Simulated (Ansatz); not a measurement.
**Localised basis functions on (11,0) carbon nanotube bundle (176 atoms)**

Wanted: errors and times of a linear-scaling basis for (11,0) carbon nanotube bundle (176 atoms). A setting counts as converged where the r.m.s. difference of forces stays under 1 % of the r.m.s. force.

Program: Ansatz 0.2.0. Level of theory: Kohn-Sham DFT, PBE+D3(BJ), PAW (set soft_2), plane waves. Values are calculated unless marked as measured.

### 1. The starting structure

The cell holds 176 atoms: 176 C. Its edges and angles: a = 11.913 Å, b = 11.913 Å, c = 17.043 Å, α = 90.0°, β = 90.0°, γ = 120.0°. It derives from C (graphene). Graphene sheet (a = 2.46 Å) rolled into a (11,0) tube of diameter 8.61 Å, 4 periods, hexagonal bundle with 3.3 Å between walls; then minimised and run for 3 ps at 600 K (NVT) with a classical potential, last frame taken.

Before any run, some limits are plain. Only the Γ point is sampled, in a cell whose shortest periodic width is 10 Å.

### 2. Plane-wave single point

The first run fixes the reference, at a cutoff of 420 eV.

input.yaml reads:

```yaml
crystal:
  lattice:
    - [11.91347, 0.0, 0.0]
    - [-5.95673, 10.31736, 0.0]
    - [0.0, 0.0, 17.04338]
  atoms:
    - { symbol: C, position: [0.23253, 0.8022, 0.07902] }
    - { symbol: C, position: [0.29448, 0.92074, 0.04159] }
    - { symbol: C, position: [0.3486, 0.03596, 0.07827] }
    - { symbol: C, position: [0.39406, 0.15318, 0.04056] }
    - { symbol: C, position: [0.31807, 0.92481, 0.20604] }
    - { symbol: C, position: [0.36328, 0.04071, 0.16085] }
    - { symbol: C, position: [0.40124, 0.26297, 0.08287] }
    - { symbol: C, position: [0.37033, 0.3448, 0.04254] }
    - { symbol: C, position: [0.39647, 0.15135, 0.20514] }
    - { symbol: C, position: [0.41948, 0.26996, 0.16591] }
    - { symbol: C, position: [0.30562, 0.39482, 0.08631] }
    - { symbol: C, position: [0.21547, 0.40878, 0.04371] }
    - { symbol: C, position: [0.39213, 0.35689, 0.20626] }
    - { symbol: C, position: [0.30845, 0.39445, 0.16684] }
    - { symbol: C, position: [0.1098, 0.3969, 0.0818] }
    - { symbol: C, position: [0.98867, 0.35111, 0.04068] }
    - { symbol: C, position: [0.2236, 0.42331, 0.20834] }
    - { symbol: C, position: [0.11361, 0.40681, 0.16278] }
    - { symbol: C, position: [0.87777, 0.27632, 0.08692] }
    - { symbol: C, position: [0.76091, 0.19395, 0.04462] }
    - { symbol: C, position: [0.99468, 0.34929, 0.20755] }
    - { symbol: C, position: [0.87639, 0.26903, 0.17091] }
    - { symbol: C, position: [0.67764, 0.07386, 0.08185] }
    - { symbol: C, position: [0.60724, 0.95377, 0.04219] }
    - { symbol: C, position: [0.76487, 0.18066, 0.21212] }
    - { symbol: C, position: [0.66718, 0.06974, 0.1662] }
    - { symbol: C, position: [0.578, 0.8355, 0.08489] }
    - { symbol: C, position: [0.60045, 0.74802, 0.0419] }
    - { symbol: C, position: [0.5925, 0.94834, 0.20717] }
    - { symbol: C, position: [0.57538, 0.83676, 0.17124] }
    - { symbol: C, position: [0.64764, 0.68021, 0.0831] }
    - { symbol: C, position: [0.70147, 0.61637, 0.04087] }
    [... 138 atom lines left out ...]
    - { symbol: C, position: [0.01194, 0.62178, 0.83067] }
    - { symbol: C, position: [0.13477, 0.69763, 0.79052] }
    - { symbol: C, position: [0.89365, 0.58227, 0.95374] }
    - { symbol: C, position: [0.01289, 0.61492, 0.91605] }
    - { symbol: C, position: [0.1363, 0.69047, 0.9558] }
    - { symbol: C, position: [0.23521, 0.81259, 0.91657] }
kpoints:
  mp_grid: { grid: [1, 1, 1] }
hamiltonian:
  xc: pbe
  dispersion: d3bj
scf:
  occupations: { method: fermi_dirac, width: 0.05 }
output:
  forces: true
  stress: true
  populations: true
  dos:
    method: { smearing: { sigma: 0.15 } }
    de: 0.1
    projected: { site_lists: { C: [C] } }
  eigenvalues: true
  write_density: true
  write_potential: true
  volumetric_format: npy
```

Run with:

```sh
> ansatz run input.yaml --threads 4 --pin off --max-ram 8192MiB --backend cpu --events-out ev --progress --plain --runs-dir out
```

What it wrote:

```text
Engine: ansatz 0.2.0, x86_64-unknown-linux-gnu
Pseudopotentials: kind: paw
Pseudopotential: C, paw, valence charge 4, recommended cutoff 420 eV (normal), C.paw.azcp
Functional definition: PBE
  parameter kappa = 0.804
  parameter beta = 0.066725
  exchange = pbe_x(kappa = kappa, mu = beta*pi^2/3)
  correlation = pbe_c(beta = beta)
Crystal: 176 atoms, lattice volume = 2094.897 Å³
Basis set: ecut = 420 eV, 41001 PW (Γ), exchange–correlation on 160×160×240 points (8 copies of the dense FFT grid, shifted against one another)
Bands: 528, of which v1, the nominal top of the filled ones, is band 352 counted from 1 (351 counted from 0)
Symmetry: 1 space group operations
Space group: P1 (ITA 1), of the structure as read, at distance tolerance 1.3e-4 Å
k-points: 1
Non-local potential: C, projectors of the file, l = 0: 2, l = 1: 2, l = 2: 1
PAW form: soft (Blöchl's): semilocal exchange-correlation on the pseudo side does not see the compensation charge
PAW one-centre angular grid: C, 110 points (default); XC on 64 Gauss nodes
Initial density: superposition of atomic densities (neutral atoms: chi_scale 0, normalization atom), corrected by the library's trained network
Initial wavefunctions: pseudopotential atomic-orbital guess
Functional: x = pbe(κ = 0.804, μ = 0.219515), c = pbe(β = 0.066725)
SCF iter   1: F=—  HF=-44150.474623 eV  |F-HF|=—  |Δ(HF+E_count)|=         —  Δρ=4.27e-3  dr2=4.51e-1  ethr=1.77e-3  ⟨swp⟩=7.0  Hψ=2374  notcnv=0  defer=147
preconditioner: auto → Resta (q_TF=auto, 2.275 Å⁻¹)  ε∞=3.0  [insulator: Δε(μ)=0.502 eV  Ē_g=15.051 eV  σ=0.050 eV  W_gap=0.99  n_scr=426 (ndim 8)  ℏωp=21.5 eV  f_vac=0.270  D(μ)=0.62/eV (n_scr^D=0)  ε∞_Penn≈3.0  vacuum switching on, ρ_ref=1.6e-2 e/Å³]
SCF iter   2: F=—  HF=-44150.529078 eV  |F-HF|=—  |Δ(HF+E_count)|=   5.45e-2  Δρ=2.21e-3  dr2=1.18e-1  ethr=6.40e-5  ⟨swp⟩=2.0  Hψ=832  notcnv=0  defer=150
SCF iter   3: F=—  HF=-44150.559100 eV  |F-HF|=—  |Δ(HF+E_count)|=   3.00e-2  Δρ=1.16e-3  dr2=9.02e-2  ethr=1.68e-5  ⟨swp⟩=2.0  Hψ=605  notcnv=0  defer=150
SCF iter   4: F=—  HF=-44150.565662 eV  |F-HF|=—  |Δ(HF+E_count)|=   6.56e-3  Δρ=4.37e-4  dr2=1.18e-2  ethr=1.28e-5  ⟨swp⟩=2.0  Hψ=498  notcnv=0  defer=150
SCF iter   5: F=—  HF=-44150.568787 eV  |F-HF|=—  |Δ(HF+E_count)|=   3.12e-3  Δρ=1.82e-4  dr2=1.49e-3  ethr=1.68e-6  ⟨swp⟩=2.0  Hψ=589  notcnv=0  defer=150
SCF iter   6: F=—  HF=-44150.569045 eV  |F-HF|=—  |Δ(HF+E_count)|=   2.58e-4  Δρ=8.22e-5  dr2=1.90e-4  ethr=2.11e-7  ⟨swp⟩=2.0  Hψ=563  notcnv=0  defer=150
SCF iter   7: F=—  HF=-44150.569149 eV  |F-HF|=—  |Δ(HF+E_count)|=   1.05e-4  Δρ=3.27e-5  dr2=5.79e-5  ethr=2.69e-8  ⟨swp⟩=2.0  Hψ=644  notcnv=0  defer=150
SCF iter   8: F=—  HF=-44150.571053 eV  |F-HF|=—  |Δ(HF+E_count)|=   1.90e-3  Δρ=1.60e-5  dr2=3.30e-5  ethr=8.22e-9  ⟨swp⟩=2.0  Hψ=602  notcnv=0  defer=155
SCF iter   9: F=—  HF=-44150.571052 eV  |F-HF|=—  |Δ(HF+E_count)|=   9.31e-7  Δρ=6.73e-6  dr2=1.29e-6  ethr=4.69e-9  ⟨swp⟩=2.0  Hψ=408  notcnv=0  defer=155
SCF iter  10: F=—  HF=-44150.571052 eV  |F-HF|=—  |Δ(HF+E_count)|=   7.84e-7  Δρ=2.92e-6  dr2=2.12e-7  ethr=1.84e-10  ⟨swp⟩=2.0  Hψ=588  notcnv=0  defer=155
SCF iter  11: F=-44150.571053 eV  HF=-44150.571053 eV  |F-HF|=1.66e-9  |Δ(HF+E_count)|=   1.23e-7  Δρ=1.16e-6  dr2=3.21e-8  ethr=1.42e-11  ⟨swp⟩=33.0  Hψ=5630  notcnv=0
SCF 1 converged in 11 iterations: F = -44150.571053 eV  dr2 = 3.21e-8
  greatest PAW one-centre occupation: 0.704 electrons in one spin orbital (limit 2), on the C atom at site 1 (counted from 0), in its partial waves of l = 0
WARN: The output density's exchange-correlation potential varies sharply where the density is thin. Do not read a vacuum level from v_tot or v_xc, or from such a field of the output density. On a cell that repeats whose density bears no net charge and no dipole along the vacuum's axis use v_es (v_loc + v_h of the components); [...]
SCF converged after 11 iterations
Free energy (F): -44150.571053 eV
Harris-Foulkes:  -44150.571053 eV  (|F-HF|=1.66e-9)
Internal energy: -44150.561255 eV  (E = F + TS)
E sigma→0 (E₀):  -44150.566154 eV
Entropy (-TS):   -0.009797 eV (-0.056 meV/atom)
Fermi energy:    4.232083 eV
--- Per-component energies (eV) ---
  E_band       = -3540.352008
  E_kinetic    = 16078.843788
  E_local      = -52684.844011  (includes V_loc(G=0)·N_el)
  E_nonlocal   = 4829.441311
  E_hartree    = 19959.157917
  E_xc         = -8462.082334
  E_vxc        = -10477.217939  (∫ρ·V_xc dr)
  E_paw        = -17490.789388  (= ΣΔE_a)
  E_vpaw       = -1204.870035  (= ΣTr[D̂ρ^β])
  E_aug_tail   = 0.001401  (compensation charges beyond the density's cutoff)
  E_ewald      = -6359.475453
  E_disp       = -20.814487  (pairwise vdW)
  E_smearing   = -0.009797  (= −TS)
  E_closure    = 0.000000  (closes the sum)
  Σ components = -44150.571053   (vs F -44150.571053, Δ=0.00e0)
--- Forces (eV/Å), atoms counted from 1 ---
  atom   1  C      0.13414420     0.74066912     2.40798717
  atom   2  C      1.15408583    -0.44928601    -0.64436145
  atom   3  C      1.23054707     1.83965067     3.67464596
  atom   4  C     -0.49945296     2.23875467     1.33308504
  atom   5  C     -1.49015960    -0.93415943    -1.84607154
  atom   6  C      0.16745492    -0.87017597     1.74643841
  atom   7  C      2.30262389    -1.22207609     0.60162394
  atom   8  C      0.94943389     0.44006291    -1.10015241
  atom   9  C     -1.05901649     2.88404504     0.22073875
  atom  10  C     -0.95941730    -1.60449245    -0.73947027
  atom  11  C      1.02845959     0.09348777    -1.39176578
  atom  12  C     -0.07272825     0.72582363    -3.15810064
  atom  13  C     -2.19832892    -0.32986321     1.73786030
  atom  14  C      1.34365002     1.32321379     1.34207930
[...]
atom 175  C     -1.55652384     2.04456635     0.69437121
  atom 176  C     -0.30983401    -2.65637538    -0.66856756
  max |Σ_I F_I| component: 1.06e-5 eV/Å
--- Stress (GPa, compression-positive) ---
        5.852394      -0.053269       0.273966
       -0.053269       5.584249       0.187505
        0.273967       0.187505       2.884257
  P = ⅓ Tr σ = 4.7736 GPa (47.736 kbar)
--- Band table (eV) ---
  k-point 0: bands = ["-15.7152", "-15.5087", "-15.4845", "-15.3557", [... 512 levels ...], "12.8580", "12.8879", "12.9263", "12.9493", "12.9661", "12.9810", "13.0009", "13.0283", "13.0602", "13.0797", "13.1083", "13.1318"]
--- Löwdin populations: 176 sites ---
  site symbol       q [e]
     0      C      3.9611
     1      C      3.9509
     2      C      3.9606
[...]
175      C      3.9584
  spilling = 0.009981 (of n_electrons = 704.000000)
```

Run time: 24 s. Hardware: 4 threads of Intel Xeon 6975P-C (Granite Rapids), shared host; peak memory 3.1 GiB.

In the SCF lines HF is the Harris–Foulkes energy and dr2 the Hartree energy of the density residual, in eV; the loop may stop once dr2 is under the threshold and the program's other checks hold. Hψ counts applications of the Hamiltonian.

The program notes that the exchange-correlation potential is rough where the density is thin.

Read from the output:

| Property | Result |
| --- | --- |
| free energy | -44150.5711 eV |
| free energy per atom | -250.8555 eV/atom |
| SCF cycles | 11 |
| pressure | 4.774 GPa |
| r.m.s. force component | 1.516 eV/Å |
| longest force | 5.482 eV/Å |
| Fermi energy | 4.232 eV |
| gap (highest filled to lowest empty level) | 0.502 eV |
| spilling of the projection | 0.009981 |

The r.m.s. force component of 1.5 eV/Å and the pressure of 4.8 GPa set the scale for the differences below.

### 3. Support functions low

The cell is solved in localised support functions.

This step: Kohn-Sham DFT, PBE+D3(BJ), PAW (set soft_2), localised support functions (low) (Ansatz 0.2.0).

input.yaml, the sections that differ from step 2:

```yaml
scf:
  occupations: { method: fermi_dirac, width: 0.05 }
  eigensolver: { kind: { support_functions: { accuracy: low } } }
  mixing: { beta: 0.4 }
  max_iter: 150
output:
  forces: true
  eigenvalues: true
# crystal, kpoints, hamiltonian: as in step 2
```

What it wrote:

```text
Warning: scf.eigensolver.kind.support_functions: disabling space-group detection — the functions' gradient is summed over unrotated k-points, so no spatial operation reduces the k-mesh or symmetrises the density; time reversal is kept, so that k and −k are solved as one point where they differ and the mesh holds both, and exact exchange and, on two spinor components, a DFT+U term hold to it where the run has them: [...]
settings of this run that can trade accuracy for cost: scf.eigensolver.kind.support_functions; scf.eigensolver.kind.support_functions.accuracy: low [...]
[...]
Crystal: 176 atoms, lattice volume = 2094.897 Å³
Basis set: ecut = 420 eV, 41001 PW (Γ), exchange–correlation on 160×160×240 points (8 copies of the dense FFT grid, shifted against one another)
Bands: 423, of which v1, the nominal top of the filled ones, is band 352 counted from 1 (351 counted from 0)
Symmetry: 1 space group operations
k-points: 1
[...]
SCF iter   1: F=—  HF=-44190.695887 eV  |F-HF|=—  |Δ(HF+E_count)|=         —  Δρ=9.31e-2  dr2=1.82e2  ethr=1.00e-1
[...]
SCF iter  12: F=—  HF=-44151.194776 eV  |F-HF|=—  |Δ(HF+E_count)|=   3.72e-3  Δρ=5.11e-5  dr2=7.23e-5  ethr=5.45e-8  κ⁻¹=9.8e-6(r=7)
SCF iter  13: F=-44151.196180 eV  HF=-44151.196157 eV  |F-HF|=2.31e-5  |Δ(HF+E_count)|=   1.38e-3  Δρ=2.59e-5  dr2=1.62e-5  ethr=1.03e-8
SCF 1 converged in 13 iterations: F = -44151.210756 eV  dr2 = 1.62e-5
[...]
SCF converged after 13 iterations
Stability not checked: this state was not tested for a lower state beside it, because the mixer in use, unlike msr1, does not test its closes by its own steps (another_mixer; see scf.mixing.algorithm and scf.lower_state_search)
Free energy (F): -44151.210756 eV
[...]
Internal energy: -44151.200981 eV  (E = F + TS)
E sigma→0 (E₀):  -44151.205868 eV
Entropy (-TS):   -0.009776 eV (-0.056 meV/atom)
Fermi energy:    4.231697 eV
[...]
Σ components = -44151.210756   (vs F -44151.210756, Δ=0.00e0)
--- Forces (eV/Å), atoms counted from 1 ---
  atom   1  C      0.13333914     0.74125552     2.40820557
  atom   2  C      1.15389350    -0.44780078    -0.64611816
  atom   3  C      1.23099164     1.83856438     3.67429839
  atom   4  C     -0.49872109     2.23783345     1.33228520
[...]
atom 176  C     -0.31002793    -2.65552253    -0.66850945
  max |Σ_I F_I| component: 2.34e-3 eV/Å
--- Band table (eV) ---
[...]
```

Wall time 1.7 min (4 threads); peak memory 5 GiB.

The program notes that the band table was not solved further than the SCF left it and it switched symmetry off. Further notices: vacuum switching off with vacuum.

Keys that differ from the reference: support_functions.accuracy = "low", scf.max_iter = 150 and scf.mixing.beta = 0.4.

Forces differ from the reference by 0.95 meV/Å r.m.s., 0.063 % of their size, well within a tolerance of 1 %; the energy by -3.6 meV/atom. It took roughly 4.2 times the reference's time (one timing each, with unlike analyses asked), in 13 cycles against 11.

### 4. Support functions medium

With localised support functions most steps grow linearly with size, though the diagonalisation grows faster unless the density matrix is cut; this run measures error and cost at this size.

This step: Kohn-Sham DFT, PBE+D3(BJ), PAW (set soft_2), localised support functions (medium) (Ansatz 0.2.0).

input.yaml, the sections that differ from step 3:

```yaml
scf:
  occupations: { method: fermi_dirac, width: 0.05 }
  eigensolver: { kind: { support_functions: { accuracy: medium } } }
  mixing: { beta: 0.4 }
  max_iter: 150
# crystal, kpoints, hamiltonian, output: as in step 3
```

What it wrote:

```text
[...]
Crystal: 176 atoms, lattice volume = 2094.897 Å³
Basis set: ecut = 420 eV, 41001 PW (Γ), exchange–correlation on 160×160×240 points (8 copies of the dense FFT grid, shifted against one another)
Bands: 423, of which v1, the nominal top of the filled ones, is band 352 counted from 1 (351 counted from 0)
Symmetry: 1 space group operations
k-points: 1
[...]
SCF iter   1: F=—  HF=-44190.682906 eV  |F-HF|=—  |Δ(HF+E_count)|=         —  Δρ=9.31e-2  dr2=1.82e2  ethr=1.00e-1
[...]
SCF iter  14: F=—  HF=-44151.197730 eV  |F-HF|=—  |Δ(HF+E_count)|=   8.94e-4  Δρ=1.61e-5  dr2=6.42e-6  ethr=2.30e-9  κ⁻¹=5.7e-6(r=7)
SCF iter  15: F=-44151.197744 eV  HF=-44151.197735 eV  |F-HF|=9.19e-6  |Δ(HF+E_count)|=   4.97e-6  Δρ=6.38e-6  dr2=1.58e-6  ethr=9.12e-10
SCF 1 converged in 15 iterations: F = -44151.210697 eV  dr2 = 1.58e-6
[...]
SCF converged after 15 iterations
[...]
Free energy (F): -44151.210697 eV
[...]
Internal energy: -44151.200917 eV  (E = F + TS)
E sigma→0 (E₀):  -44151.205807 eV
Entropy (-TS):   -0.009780 eV (-0.056 meV/atom)
Fermi energy:    4.231793 eV
[...]
Σ components = -44151.210697   (vs F -44151.210697, Δ=0.00e0)
--- Forces (eV/Å), atoms counted from 1 ---
  atom   1  C      0.13349666     0.74138884     2.40839714
  atom   2  C      1.15387322    -0.44770986    -0.64576424
  atom   3  C      1.23095712     1.83868222     3.67427141
  atom   4  C     -0.49879171     2.23763456     1.33243491
[...]
atom 176  C     -0.30991588    -2.65571755    -0.66868042
  max |Σ_I F_I| component: 3.88e-4 eV/Å
--- Band table (eV) ---
[...]
```

Elapsed: 1.9 min, on 4 threads; peak memory 5.1 GiB; 7.4 min of CPU time.

Keys that differ from the reference: support_functions.accuracy = "medium", scf.max_iter = 150 and scf.mixing.beta = 0.4.

Forces differ from the reference by 0.93 meV/Å r.m.s., 0.061 % of their size, well within a tolerance of 1 %; the energy by -3.6 meV/atom. It took roughly 4.6 times the reference's time (one timing each, with unlike analyses asked), in 15 cycles against 11.

### 5. Support functions medium, spacing 0.411 Å

The grid spacing sets how fine a wave the support functions can hold.

input.yaml, the sections that differ from step 4:

```yaml
scf:
  occupations: { method: fermi_dirac, width: 0.05 }
  eigensolver: { kind: { support_functions: { accuracy: medium, spacing: 0.411 } } }
  mixing: { beta: 0.4 }
  max_iter: 150
# crystal, kpoints, hamiltonian, output: as in step 4
```

What it wrote:

```text
[...]
Crystal: 176 atoms, lattice volume = 2094.897 Å³
Basis set: ecut = 420 eV, 41001 PW (Γ), exchange–correlation on 160×160×240 points (8 copies of the dense FFT grid, shifted against one another)
Bands: 423, of which v1, the nominal top of the filled ones, is band 352 counted from 1 (351 counted from 0)
Symmetry: 1 space group operations
k-points: 1
[...]
SCF iter   1: F=—  HF=-44169.189952 eV  |F-HF|=—  |Δ(HF+E_count)|=         —  Δρ=9.37e-2  dr2=1.70e2  ethr=1.00e-1
[...]
SCF iter  15: F=-44146.707118 eV  HF=-44146.707107 eV  |F-HF|=1.08e-5  |Δ(HF+E_count)|=   5.52e-6  Δρ=6.92e-6  dr2=1.88e-6  ethr=7.54e-10
SCF 1 converged in 15 iterations: F = -44146.722242 eV  dr2 = 1.88e-6
[...]
SCF converged after 15 iterations
[...]
Free energy (F): -44146.722242 eV
[...]
Internal energy: -44146.713207 eV  (E = F + TS)
E sigma→0 (E₀):  -44146.717724 eV
Entropy (-TS):   -0.009035 eV (-0.051 meV/atom)
Fermi energy:    4.207319 eV
[...]
--- Forces (eV/Å), atoms counted from 1 ---
  atom   1  C     -0.01693076     0.98747723     1.94693117
  atom   2  C      1.11598021    -0.64629869    -0.38942496
  atom   3  C      1.26805012     1.88610767     3.18822656
  atom   4  C     -0.58695053     1.97692966     1.44278195
  atom   5  C     -1.63506191    -0.96246734    -2.30847816
  atom   6  C     -0.01672273    -0.61911010     1.76585415
  atom   7  C      2.22932559    -1.30591285     0.16163946
  atom   8  C      0.78284296     0.49005348    -0.42524443
  atom   9  C     -1.01324288     2.65682663    -0.30744991
  atom  10  C     -1.05531692    -1.39841426    -0.48867010
  atom  11  C      1.19681118    -0.18181245    -1.65275595
  atom  12  C      0.13293254     0.71228208    -2.45047019
  atom  13  C     -2.30775342    -0.78322852     1.15599525
  atom  14  C      1.43363190     1.19852371     1.74896372
[...]
atom 175  C     -1.42652523     1.90330459     0.23553696
  atom 176  C     -0.32921433    -2.43676729    -0.34904101
  max |Σ_I F_I| component: 3.43e0 eV/Å
--- Band table (eV) ---
[...]
```

The job ended after 56 s (4 threads; peak memory 3 GiB; 3.6 min of CPU time).

The program notes that the forces don't sum to zero within tolerance and the grid leaves an egg-box force.

Forces differ from the reference by 279 meV/Å r.m.s., 18 % of their size, far over a tolerance of 1 %; the energy by +22 meV/atom and the gap by +0.011 eV. It took roughly 2.3 times the reference's time (one timing each, with unlike analyses asked), in 15 cycles against 11. The setting is coarser than the default on purpose.

(Part 1 of 2 ends here.)

[Long decimals in the printed logs are rounded to 6 places.]

[Logs are printed without paths, hosts, clocks, repeated set-up lines and the standing remarks that a program may print on its own settings, such as how far it seeks lower states.]

[Hosts, paths, dates, database ids (printed as entryN), source tags and the programs' standing remarks are cut or masked in the printed files.]
